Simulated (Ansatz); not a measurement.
# CaGeS3 (model cell, started as cubic perovskite with Ge in the octahedra): a soft mode frozen in, part 2 of 2

Which phase does CaGeS3 (model cell, started as cubic perovskite with Ge in the octahedra) fall into along its unstable mode, and how much energy does it gain?

Ansatz 0.2.0; DFT PBEsol, scalar-relativistic, plane waves, PAW; PAW set soft_1.

So far. Step 4 (The mode frozen in, largest atomic shift 0.6 Å): The run ends at a pressure of -1.76 GPa, with forces up to 0.013 eV/Å. Step 5 (Energy along the mode, all amplitudes (two of the runs …): The lowest of the steps tried is the last one, at 0.6 Å, 156 meV/atom below the parent; the bottom of the well need not coincide with a step.

The structure was built from a prototype and need not be the compound's stable phase.

### 6. Relaxing from the distorted cell (continued)

ELF in the ac plane of the conventional cell at fractional y = 0.000, with atoms of Ca and Ge and S within 0.2 Å of it. It is the smooth field of the valence electrons, not physical close to the nuclei.

Ten even steps from '_' (0.02) to '@' (0.89), each cell a mean:
```
::--==++**##%%%%##--____......::----::
----++%%##**##@@@@**..____....::::----
..::++%%@@%%%%@@##--________..........
____::**%%%%##++::..::--::..__________
**++..__..::....--##@@@@@@%%++..__--**
@@@@##..______--##%%++::++@@@@----%%@@
@@@@**..______::##@@**==**@@%%--::##@@
==::__..--==::..::++%%%%%%**==..__..--
____==%%@@@@@@##--........____________
..::++%%%%####@@%%==..______..::......
--==++##%%##%%@@@@++..______..::------
--::====++**####++::__..::::..::----::
::----::........__..++%%@@%%##**++--::
------::::..______--%%@@%%**##%%##==--
............______::**%%@@%%@@@@##--..
__________..::----::..--**%%@@%%==..__
**==..__--##%%@@@@%%++::....::..__--**
@@@@**::**@@%%----##%%++..______==@@@@
@@@@++..**@@%%++++%%%%==..______--%%@@
==::____::++##%%%%##--....--==::__..--
____________........::++%%@@@@@@**::__
............______::##@@%%####@@##--..
------::....______--%%@@@@####%%**==--
--::----::..::::....--**####++++==--::
```
Columns run along a (6.8 Å), rows up along c (15.1 Å), edges of the conventional cell, whose origin can differ from the input's. Atoms in or near the plane, at fractional coordinates: Ca at (0.00, 0.75), Ca at (0.00, 0.25), Ge at (0.00, 0.50), Ge at (0.00, 0.00), S at (0.59, 0.75), S at (0.41, 0.25).

The distorted start has space group R-3c; the relaxation ends in R-3c.

### 7. The new phase in its own primitive cell

The relaxed structure is symmetrised, reduced to its primitive cell and relaxed tightly, as its phonons need.

Input file input.yaml:

```yaml
crystal:
  lattice:
    - [3.3836028629, 1.9535240237, 5.0245351162]
    - [-3.3836028629, 1.9535240237, 5.0245351162]
    - [0.0, -3.9070480475, 5.0245351162]
  atoms:
    - { symbol: Ca, position: [0.75, 0.75, 0.75] }
    - { symbol: Ca, position: [0.25, 0.25, 0.25] }
    - { symbol: Ge, position: [0.5, 0.5, 0.5] }
    - { symbol: Ge, position: [0.0, 0.0, 0.0] }
    - { symbol: S, position: [0.8449446094, 0.25, 0.6550553906] }
    - { symbol: S, position: [0.1550553906, 0.75, 0.3449446094] }
    - { symbol: S, position: [0.3449446094, 0.1550553906, 0.75] }
    - { symbol: S, position: [0.6550553906, 0.8449446094, 0.25] }
    - { symbol: S, position: [0.75, 0.3449446094, 0.1550553906] }
    - { symbol: S, position: [0.25, 0.6550553906, 0.8449446094] }
kpoints:
  mp_grid: { grid: [6, 6, 6] }
hamiltonian:
  xc: pbesol
  pseudopotentials: { kind: paw, azcp: { folder: soft_1 }, xc_functional: pbe }
scf:
  occupations: { method: methfessel_paxton, width: 0.2 }
output:
  forces: true
  stress: true
  eigenvalues: true
relax:
  adjacent_minimum: "off"
  f_tol: 0.001
  max_steps: 60
  cell: { stress_tol: 0.01 }
```

The run is started by

```bash
> ansatz run input.yaml --threads 4 --pin off --max-ram 16384MiB --backend cpu --events-out ev --progress --plain --runs-dir out
```

Elapsed: 15 s, on 4 threads of Arm Neoverse V1, shared host; peak memory 0.72 GiB.

Little changed from the start: no atom moved by 0.005 Å and no cell edge by 0.1 %.

Numbers from this step:

* pressure: 0.002888 GPa
* gap on the k-mesh: 0.2018 eV
* direct gap on mesh: 0.2074 eV

The largest force component left is 0.14 meV/Å and the pressure is 0.003 GPa, within the tolerances set. The cell now holds 19.93 Å³/atom.

### 8. Modes of the new phase, k-mesh 6×6×6

A relaxed structure may still be a saddle point, so its zone-centre modes are computed. No field response is asked.

input.yaml: that of step 7 with these lines changed.

```diff
@@ -24,9 +24,4 @@
 output:
-  forces: true
-  stress: true
   eigenvalues: true
-relax:
-  adjacent_minimum: "off"
-  f_tol: 0.001
-  max_steps: 60
-  cell: { stress_tol: 0.01 }
+phonons:
+  method: dfpt
```

The job ended after 5.1 min (4 threads; peak memory 3.6 GiB; 20 min of CPU time).

This step gave:

```yaml
sum_rule_residual_before_enforcement: 7.01e-5 eV/Å²
point_group: -3m
highest_optical_mode_at_the_zone_centre_no_lo_to_term: 330.7 cm⁻¹
lowest_optical_zone_centre_mode: -104.6 cm⁻¹
```

Patterns of degenerate modes are one choice out of their space. The modes at Γ (shares of kinetic energy by element, %) (negative means imaginary):

| mode | frequency (cm⁻¹) | symmetry | Ca % | Ge % | S % |
| --- | --- | --- | --- | --- | --- |
| 1 | -104.6 | A2u | 46 | 5 | 49 |
| 2 | -99.8 | Eu | 3 | 11 | 86 |
| 3 | -99.8 | Eu | 3 | 11 | 86 |
| 4 | -52.9 | A2g | 93 | 0 | 7 |
| 5 | 0.0 | acoustic | 19 | 35 | 46 |
| 6 | 0.0 | acoustic | 19 | 35 | 46 |
| 7 | 0.0 | acoustic | 19 | 35 | 46 |
| 8 | 51.6 | Eg | 12 | 0 | 88 |
| 9 | 51.6 | Eg | 12 | 0 | 88 |
| 10 | 71.5 | Eu | 23 | 57 | 20 |
| 11 | 71.5 | Eu | 23 | 57 | 20 |
| 12 | 84.8 | A2u | 34 | 53 | 12 |
| 13 | 113.3 | A2g | 7 | 0 | 93 |
| 14 | 155.5 | Eg | 68 | 0 | 32 |
| 15 | 155.5 | Eg | 68 | 0 | 32 |
| 16 | 199.6 | A1u | 0 | 92 | 8 |
| 17 | 205.3 | Eu | 34 | 60 | 6 |
| 18 | 205.3 | Eu | 34 | 60 | 6 |
| 19 | 218.1 | A1g | 0 | 0 | 100 |
| 20 | 236.9 | Eg | 5 | 0 | 95 |
| 21 | 236.9 | Eg | 5 | 0 | 95 |
| 22 | 241.6 | A2u | 1 | 7 | 92 |
| 23 | 264.2 | Eu | 16 | 31 | 52 |
| 24 | 264.2 | Eu | 16 | 31 | 52 |
| 25 | 280.1 | A1u | 0 | 8 | 92 |
| 26 | 295.7 | Eg | 15 | 0 | 85 |
| 27 | 295.7 | Eg | 15 | 0 | 85 |
| 28 | 327.7 | Eu | 5 | 6 | 90 |
| 29 | 327.7 | Eu | 5 | 6 | 90 |
| 30 | 330.7 | A2g | 0 | 0 | 100 |

Displacements in mode 1 (-104.6 cm⁻¹), the largest set to 1:
```
Ca1  0.00  0.00  1.00
Ca2  0.00  0.00  1.00
Ge3  0.00  0.00  0.24
Ge4  0.00  0.00  0.24
S5   0.26 -0.15 -0.60
S6   0.26 -0.15 -0.60
S7   0.00  0.30 -0.60
S8   0.00  0.30 -0.60
S9  -0.26 -0.15 -0.60
S10 -0.26 -0.15 -0.60
```

Displacements in mode 14 (155.5 cm⁻¹), the largest set to 1:
```
Ca1  1.00 -0.01  0.00
Ca2 -1.00  0.01  0.00
Ge3  0.00  0.00  0.00
Ge4  0.00  0.00  0.00
S5   0.13 -0.31 -0.31
S6  -0.13  0.31  0.31
S7   0.41  0.00  0.00
S8  -0.41  0.00  0.00
S9  -0.12 -0.31 -0.31
S10  0.12  0.31  0.31
```

Before it was imposed, the acoustic sum rule was missed by 7.0e-5 eV/Å². Small misses are needed for a sound result but don't prove that mesh and cutoff are converged. The lowest optical mode is imaginary, 104.6i cm⁻¹, so the energy falls along it.

### 9. Results

| Item | Value |
| --- | --- |
| unstable mode of the parent | q = (-0.5, -0.5, -0.5), 167i cm⁻¹ |
| depth at the lowest point sampled | 156 meV/atom |
| largest atomic shift at that point | 0.6 Å |
| space group reached (within 0.01 Å) | R-3c |
| energy gained over the parent (first relaxation, on the mesh of the frozen mode) | 182 meV/atom |
| volume per atom, phase reached | 19.9 Å³ |
| gap on the k-mesh, phase reached | 0.202 eV |
| lowest optical zone-centre mode, phase reached | -105 cm⁻¹ |
| highest optical mode at the zone centre (no LO-TO term), phase reached | 331 cm⁻¹ |

Along this mode the structure falls into R-3c, 182 meV/atom below the parent. At the parent's cell the well is 156.0 meV/atom deep on the steps tried, with its lowest point at a shift of 0.6 Å. That is the last step tried, so the steps alone don't bracket the bottom of the well. Relaxing atoms and cell changes the gain by +25.59 meV/atom against the lowest step (energies at zero smearing). The new phase still has an imaginary mode at the zone centre of its cell, so it is a saddle point on the way to a lower structure. Of the 6 patterns followed to their end from this parent, this one reaches the lowest energy. Each path keeps the symmetry of its pattern, so a lower phase may lie along a pattern not tried. With no gap, or one that is small against the smearing, the frequencies hang on the k mesh and the smearing, most of all near Kohn anomalies. The PAW files were made for PBE and serve the other functionals too. The starting cell was built on a prototype and not taken from a measurement, so the phase need not exist.

[Logs are printed without paths, hosts, clocks, repeated set-up lines and the standing remarks that a program may print on its own settings, such as how far it seeks lower states.]

[Hosts, paths, dates, database ids (printed as entryN), source tags and the programs' standing remarks are cut or masked in the printed files.]
